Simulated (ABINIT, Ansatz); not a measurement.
# Quasiparticle gap of YScB2O6 (R-3) in ABINIT, part 3 of 3

How does a plane-wave GW calculation on YScB2O6 (R-3) run from the first input to the gap?

ABINIT 10.8.3; LDA and many-body steps on it, plane waves. Known limits of the many-body steps: not at the basis limit; no spin-orbit coupling; coarse k mesh.

So far. Step 4 (Empty states on the mesh, 2×2×2 mesh, 95 bands): On this mesh the gap is 4.393 eV. Step 5 (Screening, 2×2×2 mesh, 87 bands, screening to 98 eV): Local fields lower ε∞ by 6 %. On a Γ-centred mesh this coarse the value itself is usually too large, while a short band sum pulls it down.

## Step 6: Self-energy, 2×2×2 mesh, 87 bands, screening to 98 eV

The self-energy is evaluated for the states that the input lists, and the levels follow from it, in one-shot runs by the linearised quasiparticle equation.

This step: G0W0 on LDA, plane waves, norm-conserving pseudopotentials.

Input file run.abi:

```
acell 3*1.0 Angstrom
rprim 
  2.455259121368 1.417544514628 5.373024847406
  -2.455259121368 1.417544514628 5.373024847406
  0.000000000000 -2.835089029328 5.373024847387
ntypat 4
znucl 39 21 5 8
natom 10
typat 1 2 3 3 4 4 4 4 4 4
xred 
  0.500000000000 0.500000000000 0.500000000000
  0.000000000000 0.000000000000 0.000000000000
  0.255007000000 0.255007000000 0.255007000000
  0.744993000000 0.744993000000 0.744993000000
  0.233543000000 0.545880000000 0.981547000000
  0.981547000000 0.233543000000 0.545880000000
  0.545880000000 0.981547000000 0.233543000000
  0.018453000000 0.766457000000 0.454120000000
  0.454120000000 0.018453000000 0.766457000000
  0.766457000000 0.454120000000 0.018453000000
pp_dirpath "pseudos"
pseudos "Y.upf, Sc.upf, B.upf, O.upf"
ecut 36
ngkpt 2 2 2
nshiftk 1
shiftk 0 0 0
kptopt 1
chksymbreak 0
istwfk *1
occopt 1
irdwfk 1
optdriver 4
nband 87
gwcalctyp 0
ecutsigx 36
symsigma 1
nkptgw 2
kptgw 
  0.5000000000 0.5000000000 0.0000000000
  0.0000000000 0.0000000000 0.0000000000
bdgw 
  31 34
  31 34
ecuteps 3.6
irdscr 1
ppmodel 1
indata_prefix "in"
outdata_prefix "out"
tmpdata_prefix "tmp"
```

On the command line:

```console
> OMP_NUM_THREADS=1 mpirun -n 4 abinit run.abi > log
```

Numbers of over 12 decimals in the logs are rounded to 6 here.

The program printed:

```text
.Version 10.8.3 of ABINIT. v10.8.2 released Aug 2026.

 Symmetries : space group R-3 (#148); Bravais hR (rhombohedral)
[... echo of the input left out ...]
== DATASET  1 ==================================================================
-   mpi_nproc: 4, omp_nthreads: 1 (-1 if OMP is not activated)

--- !DatasetInfo
iteration_state: {dtset: 1, }
dimensions: {natom: 10, nkpt: 4, mband: 87, nsppol: 1, nspinor: 1, nspden: 1, mpw: 7863, }
cutoff_energies: {ecut:  36.0, pawecutdg:  -1.0, }
electrons: {nelect:   6.40000000E+01, charge:   0.00000000E+00, occopt:   1.00000000E+00, tsmear:   1.00000000E-02, }

 SIGMA: Calculation of the GW corrections

 Based on a program developped by R.W. Godby, V. Olevano, G. Onida, and L. Reining.
 Incorporated in ABINIT by V. Olevano, G.-M. Rignanese, and M. Torrent.
.Using double precision arithmetic ; gwpc =  8

[... cell and pseudopotentials left out ...]
--------------------------------------------------------------------------------

 ==== K-mesh for the wavefunctions ====
 Number of points in the irreducible wedge :     4
[... list of points left out ...]
 Together with  6 symmetry operations and time-reversal symmetry
 yields     8 points in the full Brillouin Zone.

 ==== Q-mesh for screening function ====
 Number of points in the irreducible wedge :     4
[... list of points left out ...]
 Together with  6 symmetry operations and time-reversal symmetry
 yields     8 points in the full Brillouin Zone.

 vcoul_init : cutoff-mode = AUXILIARY_FUNCTION
 q-points for optical limit:   1
     1)      0.000010    0.000020    0.000030
 setmesh: FFT mesh size selected  =    64x   64x   64
          total number of points  =       262144

 Number of electrons calculated from density =   64.0000; Expected =   64.0000
 average of density, n =  0.084524
 r_s =    1.4135
 omega_plasma =   28.0443 [eV]

 === KS Band Gaps ===
  >>>> For spin  1
   Minimum direct gap =   4.3933 [eV], located at k-point      :   0.5000  0.5000  0.0000
   Fundamental gap    =   4.3933 [eV], Top of valence bands at :   0.5000  0.5000  0.0000
                                       Bottom of conduction at :   0.5000  0.5000  0.0000
 SIGMA fundamental parameters:
 PLASMON POLE MODEL  1
 number of plane-waves for SigmaX                 7863
 number of plane-waves for SigmaC and W            243
 number of plane-waves for wavefunctions          7863
 number of bands                                    87
 number of independent spin polarizations            1
 number of spinorial components                      1
 number of k-points in IBZ                           4
 number of q-points in IBZ                           4
 number of symmetry operations                       6
 number of k-points in BZ                            8
 number of q-points in BZ                            8
 number of frequencies for dSigma/dE                 9
 frequency step for dSigma/dE [eV]                0.25
 number of omega for Sigma on real axis              0
 max omega for Sigma on real axis  [eV]           0.00
 zcut for avoiding poles [eV]                     0.10

 EPSILON^-1 parameters (SCR file):
 dimension of the eps^-1 matrix on file            243
 dimension of the eps^-1 matrix used               243
 number of plane-waves for wavefunctions          7863
 number of bands                                    87
 number of q-points in IBZ                           4
 number of frequencies                               2
 number of real frequencies                          1
 number of imag frequencies                          1

 matrix elements of self-energy operator (all in [eV])

 Perturbative Calculation

--- !SelfEnergy_ee
iteration_state: {dtset: 1, }
kpoint     : [   0.500,    0.500,    0.000, ]
spin       : 1
KS_gap     :    4.393
QP_gap     :    7.593
Delta_QP_KS:    3.199
data: !SigmaeeData |
     Band     E0 <VxcDFT>   SigX SigC(E0)      Z dSigC/dE  Sig(E)    E-E0       E
       31   2.755 -18.931 -23.772   4.670   0.799  -0.251 -19.068  -0.136   2.619
       32   3.393 -19.888 -24.922   4.862   0.801  -0.249 -20.025  -0.138   3.255
       33   7.786 -16.445  -8.688  -4.050   0.826  -0.211 -13.383   3.062  10.847
       34   8.232 -17.419  -9.260  -4.248   0.815  -0.227 -14.230   3.189  11.421

--- !SelfEnergy_ee
iteration_state: {dtset: 1, }
kpoint     : [   0.000,    0.000,    0.000, ]
spin       : 1
KS_gap     :    5.102
QP_gap     :    8.475
Delta_QP_KS:    3.373
data: !SigmaeeData |
     Band     E0 <VxcDFT>   SigX SigC(E0)      Z dSigC/dE  Sig(E)    E-E0       E
       31   3.140 -19.671 -24.577   4.775   0.799  -0.252 -19.775  -0.104   3.036
       32   3.140 -19.671 -24.577   4.775   0.799  -0.252 -19.775  -0.104   3.036
       33   8.242 -18.002  -9.593  -4.374   0.810  -0.235 -14.734   3.269  11.511
       34   8.242 -18.002  -9.593  -4.374   0.810  -0.235 -14.734   3.269  11.511

== END DATASET(S) ==============================================================
================================================================================

 -outvars: echo values of variables after computation  --------
           etotal      0.0000000000E+00
            nband          87
             nkpt           4
          spgroup         148
 [... the other variables as echoed above ...]

 Calculation completed.
```

Wall time 16 s (4 MPI ranks of Arm Neoverse N1, shared host); peak memory 1.2 GiB.

Numbers from this step:

| Quantity | Value |
| --- | --- |
| G0W0 gap on the points computed | 7.592 eV |
| starting gap on the mesh | 4.393 eV |
| k of the valence top | 0.5, 0.5, 0 |
| k of the conduction bottom | 0.5, 0.5, 0 |
| Z at the valence top | 0.801 |
| Z at the conduction bottom | 0.826 |
| least direct G0W0 gap on the computed points | 7.592 eV |

The gap on the mesh goes from 4.39 eV to 7.59 eV, a correction of +3.20 eV.

Limits: finite bands, cutoff and mesh; no spin-orbit coupling; coarse k mesh. v1 is the top filled band, c1 the lowest empty one. Levels before and after the correction, in eV, zero at the valence-band top of each column:

```csv
,conduction bottom,valence top
Kohn-Sham,4.39,0.00
G0W0,7.59,0.00
```

```csv
,level,energy (eV)
Kohn-Sham,(0.5 0.5 0) v2,-0.638
Kohn-Sham,(0.5 0.5 0) v1,0.000
Kohn-Sham,(0.5 0.5 0) c1,4.393
Kohn-Sham,(0.5 0.5 0) c2,4.839
G0W0,(0.5 0.5 0) v2,-0.636
G0W0,(0.5 0.5 0) v1,0.000
G0W0,(0.5 0.5 0) c1,7.592
G0W0,(0.5 0.5 0) c2,8.166
```

## Step 7: Where the time went

Times are wall times on 4 MPI ranks of Arm Neoverse N1, shared host, good to a factor of about two.

```csv
step,time,share,memory (GiB)
ground state,5.7 min,51 %,0.69
bands along the symmetry lines,3.3 min,29 %,0.51
empty states on the mesh,53 s,8 %,0.43
screening,67 s,10 %,1.8
self-energy,16 s,2 %,1.2
```

## Step 8: Results

* LDA gap: 4.39 eV, direct
* G0W0 gap on the mesh: 7.59 eV
* GW settings: 2×2×2 mesh, 87 bands, screening to 98 eV, Godby-Needs plasmon pole
* known limits: not at the basis limit; no spin-orbit coupling; coarse k mesh

**Reading.** G0W0 moves the gap on the mesh from 4.39 eV to 7.59 eV (+3.20 eV), with Z of 0.80 and 0.83 at the edges. Local fields lower the RPA ε∞ on this mesh from 3.74 to 3.51; a Γ-centred mesh this coarse tends to raise both, most where the direct gap is narrow, while a short band sum lowers them. Only 2 of the mesh's irreducible points were corrected, so a valley elsewhere could overtake. The dearest step here is «ground state». Bands and cutoff are finite, so the gap is not at the basis limit. The miss can reach some tenths of an eV and take either sign; the mesh is an error of its own. In the G0W0 run levels were corrected at 2 k points alone, so a gap called «on the mesh» is the least over those, and an edge elsewhere would be missed. The 2×2×2 mesh is coarse for this cell, which bears on the long-range parts of exchange and screening. The many-body steps are scalar-relativistic: spin-orbit coupling is not in them.

[Paths, hosts, dates, memory and timing lines, banners, echoed tables and standing remarks are left out of the program output.]

[Logs are printed without paths, hosts, clocks, repeated set-up lines and the standing remarks that a program may print on its own settings, such as how far it seeks lower states.]

[Runs of the session that timed out or met a known fault of the program may be left out.]

[Hosts, paths, dates, database ids (printed as entryN), source tags and the programs' standing remarks are cut or masked in the printed files.]

[G0W0 gaps are taken among the corrected bands and points alone; a level outside them can change the order at an edge.]

[Where Ansatz stands beside ABINIT at settings called matched, ABINIT's density can come from a denser mesh and the files from another edition; pairs whose starting gaps differed by over 0.03 eV were left out, so agreement reads better than it is.]
